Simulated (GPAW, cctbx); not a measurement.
## How far are the atoms of ZrPb2 from free atoms?

Question: by how much does bonding change the X-ray structure factors of ZrPb2, how firmly does DFT give the change, and what does a routine refinement make of it?

The start was made by putting kin elements into a known structure type; the compound need not exist, or be stable, in this form. All numbers below are calculated.

**1. Find the equilibrium geometry**

The density hangs on the geometry, so cell and atoms are relaxed first, with the symmetry held. The cutoff is set higher than for the density because stress converges slowly with plane waves.

Settings: GPAW 26.7.0, PBE, 570 eV, 4×4×3 k-points (along the axes of the calculation cell), Fermi–Dirac width 0.1 eV, BFGS to 0.03 eV/Å.

```text
cell
1.0
     5.863000000    0.000000000    0.000000000
    -2.931500000    5.077506942    0.000000000
     0.000000000    0.000000000    7.962000000
Pb Zr
6 3
Direct
0.328500000 0.164250000 0.166666667
0.164250000 0.835750000 0.833333333
0.835750000 0.671500000 0.500000000
0.671500000 0.835750000 0.166666667
0.835750000 0.164250000 0.833333333
0.164250000 0.328500000 0.500000000
0.000000000 0.500000000 0.166666667
0.500000000 0.500000000 0.833333333
0.500000000 0.000000000 0.500000000
```

```console
$ OMP_NUM_THREADS=1 mpirun -n 4 gpaw python run.py > gpaw.log
```

```text
BFGS:    0      -45.855539        0.521193
BFGS:    1      -45.884961        0.471775
BFGS:    2      -46.034939        0.120861
BFGS:    3      -46.036512        0.132417
...
BFGS:    8      -46.043946        0.041838
BFGS:    9      -46.044006        0.039021
BFGS:   10      -46.044131        0.026010
cell  5.7799 5.7799 7.9006  90.00 90.00 120.00
volume 228.579 A^3, largest force 0.013 eV/A, largest stress 0.16 GPa
```

After 10 steps the volume has changed by -3.6 % and the energy by -0.189 eV; the largest stress left is 0.16 GPa. It took 7.4 min on 4 cores of Arm Neoverse V2 (shared host), peak memory 1.6 GiB.

Relaxed structure: P6_222 (no. 180), a = 5.7799 Å, b = 5.7799 Å, c = 7.9006 Å, α = 90.00°, β = 90.00°, γ = 120.00°.

```csv
atom,mult.,x,y,z
Pb1,6,0.3434,0.1717,1/6
Zr1,3,0,1/2,1/6
```

**2. Density and charge transfer**

X-rays see the whole electron density, so the PAW density is rebuilt with its core regions. Subtracting spherical free atoms from the same code cancels the cores and leaves the deformation density Δρ, the part due to bonding.

Settings: PBE, 450 eV, 5×5×3 k-points (along the axes of the calculation cell), Fermi–Dirac width 0.1 eV; primitive cell of 9 atoms.

```console
$ OMP_NUM_THREADS=1 mpirun -n 4 gpaw python run.py > gpaw.log
```

```text
|iter:   1|       0s |  -46.198236 | +0.27 |       |
|iter:   2|       4s |  -46.182554 | -1.24 | -1.48 |
|iter:   3|       7s |  -45.957545 | -1.30 | -1.51 |
...
|iter:  13|      42s |  -45.681045c| -6.81 | -5.34c|
|iter:  14|      45s |  -45.681045c| -7.29 | -5.74c|
|iter:  15|      47s |  -45.681045c| -7.47c| -6.04c|
```

```text
grid (60, 60, 80)  electrons 612.000  moved by bonding 1.538 e
deformation density beyond 0.5 A of the nuclei: max 0.036, min -0.064 e/A^3
atom        x       y       z   Voronoi charge  moment
Pb1    0.3434  0.1717  0.1667     -0.012       0.00
Pb2    0.1717  0.8283  0.8333     -0.012       0.00
Pb3    0.8283  0.6566  0.5000     -0.012       0.00
Pb4    0.6566  0.8283  0.1667     -0.012       0.00
Pb5    0.8283  0.1717  0.8333     -0.012       0.00
Pb6    0.1717  0.3434  0.5000     -0.012       0.00
Zr7    0.0000  0.5000  0.1667      0.025       0.00
Zr8    0.5000  0.5000  0.8333      0.025       0.00
Zr9    0.5000  0.0000  0.5000      0.024       0.00
mean inner potential of superposed free atoms 23.830 V
total magnetic moment 0.000 muB
```

Deformation density in a plane through the shortest contact of the Pb atom at the origin, in 0.01 e/Å³ (clipped at ±99); x from -1.6 to 4.7 Å, y from 2.4 down to -2.4 Å:

```text
 -1   1   1   0  -1   0   1   0  -2   1   2   2  -2  -3  -3  -1
 -1   0   1   1   0  -1  -1  -1   0   1   2   2   2   1   1   0
 -1   1   2   2   2   1   1   1   1   1   1   1   1   1   1   1
  0   2   2   1   1   1   2   2   1   0  -1  -2  -2   0   1   1
  1   3   1  -4  -4  -3   1   2   1  -1  -1  -1  -2  -1   0   2
  2   3  -3   0   .  -2  -1   3   1  -1   0   .  -4   1   0   1
  2   2  -4   .   .  -1  -2   4   2   0  -4   .   .   0  -2   1
  1   0  -3  -2   .  -4  -1   3   1   0   0   .  -3   0  -1   1
  0   0  -1  -3  -3  -3   1   2   0  -2  -2  -2   0   0   0   2
  0   0   0   0  -1  -1   0   1   0   0  -1  -2  -1   1   2   2
  0   0   0   0   0   0   0   0   1   1   1   1   1   2   2   1
  0  -1   0   0   0  -1   0   0   1   1   1   1   1   1   0   0
  0  -3  -3  -2  -1   0   0   0  -2  -3  -3  -1   1   0  -1  -2
```

Atoms in or within 0.15 Å of the plane: Pb (0.0, 0.0), Zr (3.1, 0.0) Å. Dots mark points within about 0.45 Å of a nucleus; large values next to them are atomic features.

Hardly any net charge crosses the Voronoi midplanes, which need not mean no transfer: free-atom tails already reach into the neighbours' cells. Along the shortest contact from the Pb atom at the map's origin, Pb–Zr at 3.10 Å, Δρ is +0.03 e/Å³ at the midpoint and highest, +0.04, 1.38 Å from Pb (points within 0.5 Å of a nucleus left out): little piles up between the atoms, as is usual in a metallic crystal, which this run finds. At the midpoints of other shortest contacts it is +0.02 (Pb–Pb, 3.15 Å) e/Å³. Point values carry grid noise of about 0.01 e/Å³. The run needed 15 iterations, 59 s.

**3. From the density to structure factors**

The Fourier components of Δρ, added to those of the free atoms, give the static X-ray structure factors; the Mott–Bethe relation turns them into the Fourier components V of the potential that fast electrons feel.

```text
static structure factors of the conventional cell: F in electrons, V (Mott-Bethe) in volts
   h  k  l      d  |F| table  |F| free   |F| DFT   change   |V| free  |V| DFT  change %
   1  0  0  5.0055    24.359    24.260    24.151   -0.109     0.051    0.004    -93.0
   1  0  1  4.2283    85.631    85.405    85.256   -0.149     1.028    1.082      5.2
   1  0  2  3.1010    82.865    82.747    82.918    0.171     1.066    1.033     -3.1
   1  1  0  2.8899   174.827   174.748   174.583   -0.165     4.653    4.680      0.6
   1  1  1  2.7141   346.851   346.688   346.395   -0.294     8.948    8.991      0.5
   0  0  3  2.6335   517.674   517.427   516.510   -0.916    13.153   13.280      1.0
   2  0  0  2.5028   113.720   113.706   113.974    0.268     1.426    1.392     -2.4
   2  0  1  2.3859    22.918    22.909    22.919    0.010     0.505    0.504     -0.2
   1  1  2  2.3324   334.299   334.136   333.635   -0.501     7.978    8.032      0.7
   1  0  3  2.3306    22.764    22.777    22.852    0.075     0.150    0.142     -5.5
   2  0  2  2.1142    22.196    22.190    22.056   -0.134     0.461    0.473      2.6
   1  1  3  1.9465   157.686   157.632   157.487   -0.145     3.411    3.422      0.3
   2  1  0  1.8919    63.588    63.592    63.527   -0.065     0.985    0.990      0.5
   2  1  1  1.8399    65.622    65.633    65.544   -0.089     0.793    0.798      0.7
```

The largest X-ray change is -0.92 e on 003, 0.2 % of |F|. For electrons V goes as (Z − F)/g², so a change of F counts against Z − F, which is small at low angle and wherever the atoms' terms cancel: |V| of 103 moves by -5.5 % (0.15 to 0.14 V) against +0.3 % in |F|. The tabulated Hartree–Fock atoms differ from the free DFT atoms by up to 0.25 e, so the choice of reference atom matters too.

**4. How cheap can the run be?**

Cutoff and k-mesh: one is changed at a time, to find what the result needs.

```
         run  ΔF 003 (e)  ΔF 112 (e)  ΔF 111 (e)  q(Pb) (e)  moved (e)   time
450 eV 5×5×3      -0.916      -0.501      -0.294     -0.012      1.538   59 s
250 eV 5×5×3      -0.948      -0.513      -0.315     -0.015      1.853   28 s
350 eV 5×5×3      -0.925      -0.504      -0.300     -0.015      1.542   40 s
750 eV 5×5×3      -0.918      -0.500      -0.296     -0.014      1.557  2 min
450 eV 2×2×1      -0.538      -0.550      -0.312     +0.008      1.549   16 s
450 eV 3×3×2      -0.957      -0.505      -0.284     -0.014      1.526   30 s
```

Within 0.02 e of the base on all three: 350 eV 5×5×3 and 750 eV 5×5×3; the cheapest takes 0.67 of the base's time. The largest error, 0.378 e, comes with 450 eV 2×2×1. The moved charge is off by up to 20 % among these runs. Times are from shared hosts.

**5. What a spherical-atom refinement makes of it**

Routine crystallography fits spherical atoms. To see the bias, intensities are simulated from tabulated atoms plus the DFT change ΔF, so that bonding alone can misfit (10492 reflections of the full sphere, merged to the counts below, to 0.45 Å, 0.5 % proportional noise plus counting noise, assumed isotropic U as listed, Δρ smeared by the mean U) and refined with cctbx over different ranges.

| range | data | R1 | GooF | U Pb1 (true 0.0062) | U Zr1 (true 0.0082) | largest shift (Å) | Δρ max, min (e/Å³) |
| --- | --- | --- | --- | --- | --- | --- | --- |
| all data | 887 | 0.0047 | 0.95 | 0.0062 | 0.0082 | 0.0000 | 0.46, -0.45 |
| low resolution, d > 0.84 | 140 | 0.0029 | 0.98 | 0.0062 | 0.0082 | 0.0001 | 0.22, -0.19 |
| high order, d < 0.75 | 694 | 0.0054 | 0.93 | 0.0062 | 0.0082 | 0.0000 | 0.42, -0.44 |
| occupancies free, d > 0.7 | 238 | 0.0033 | 0.99 | 0.0062 | 0.0082 | 0.0001 | 0.24, -0.23 |

With all data GooF is 0.95, so at this noise the bonding hardly shows; the top residual peak, near noise level, lies 1.65 Å from Pb and 2.08 Å from Zr. No U is off by more than 3 s.u. at low resolution. With Pb1 held at 1 and the scale free, the other occupancies refine to Zr1 0.999(0.001), within three s.u. of full.

**6. Answer**

Bonding moves 1.54 e in the primitive cell of ZrPb2 and changes the structure factors of the conventional cell in the table above by at most 0.92 e (003, 0.2 %), and among reflections above 2 % of the strongest by up to 0.6 % (202). The shortest bond, Pb–Zr, has Δρ = +0.03 e/Å³ at its midpoint, with no localised bond charge. Within 0.02 e of the base on all three: 350 eV 5×5×3 and 750 eV 5×5×3; the cheapest takes 0.67 of the base's time. The largest error, 0.378 e, comes with 450 eV 2×2×1. The moved charge is off by up to 20 % among these runs. With all data GooF is 0.95, so at this noise the bonding hardly shows. Limits: static density, frozen cores, no spin–orbit coupling.

[Outputs are excerpts: Python notices, other lines and further rows are left out; steps that failed or that the build refused (PBEsol, TPSS) are not shown.]

[Logs are printed without paths, hosts, clocks, repeated set-up lines and the standing remarks that a program may print on its own settings, such as how far it seeks lower states.]
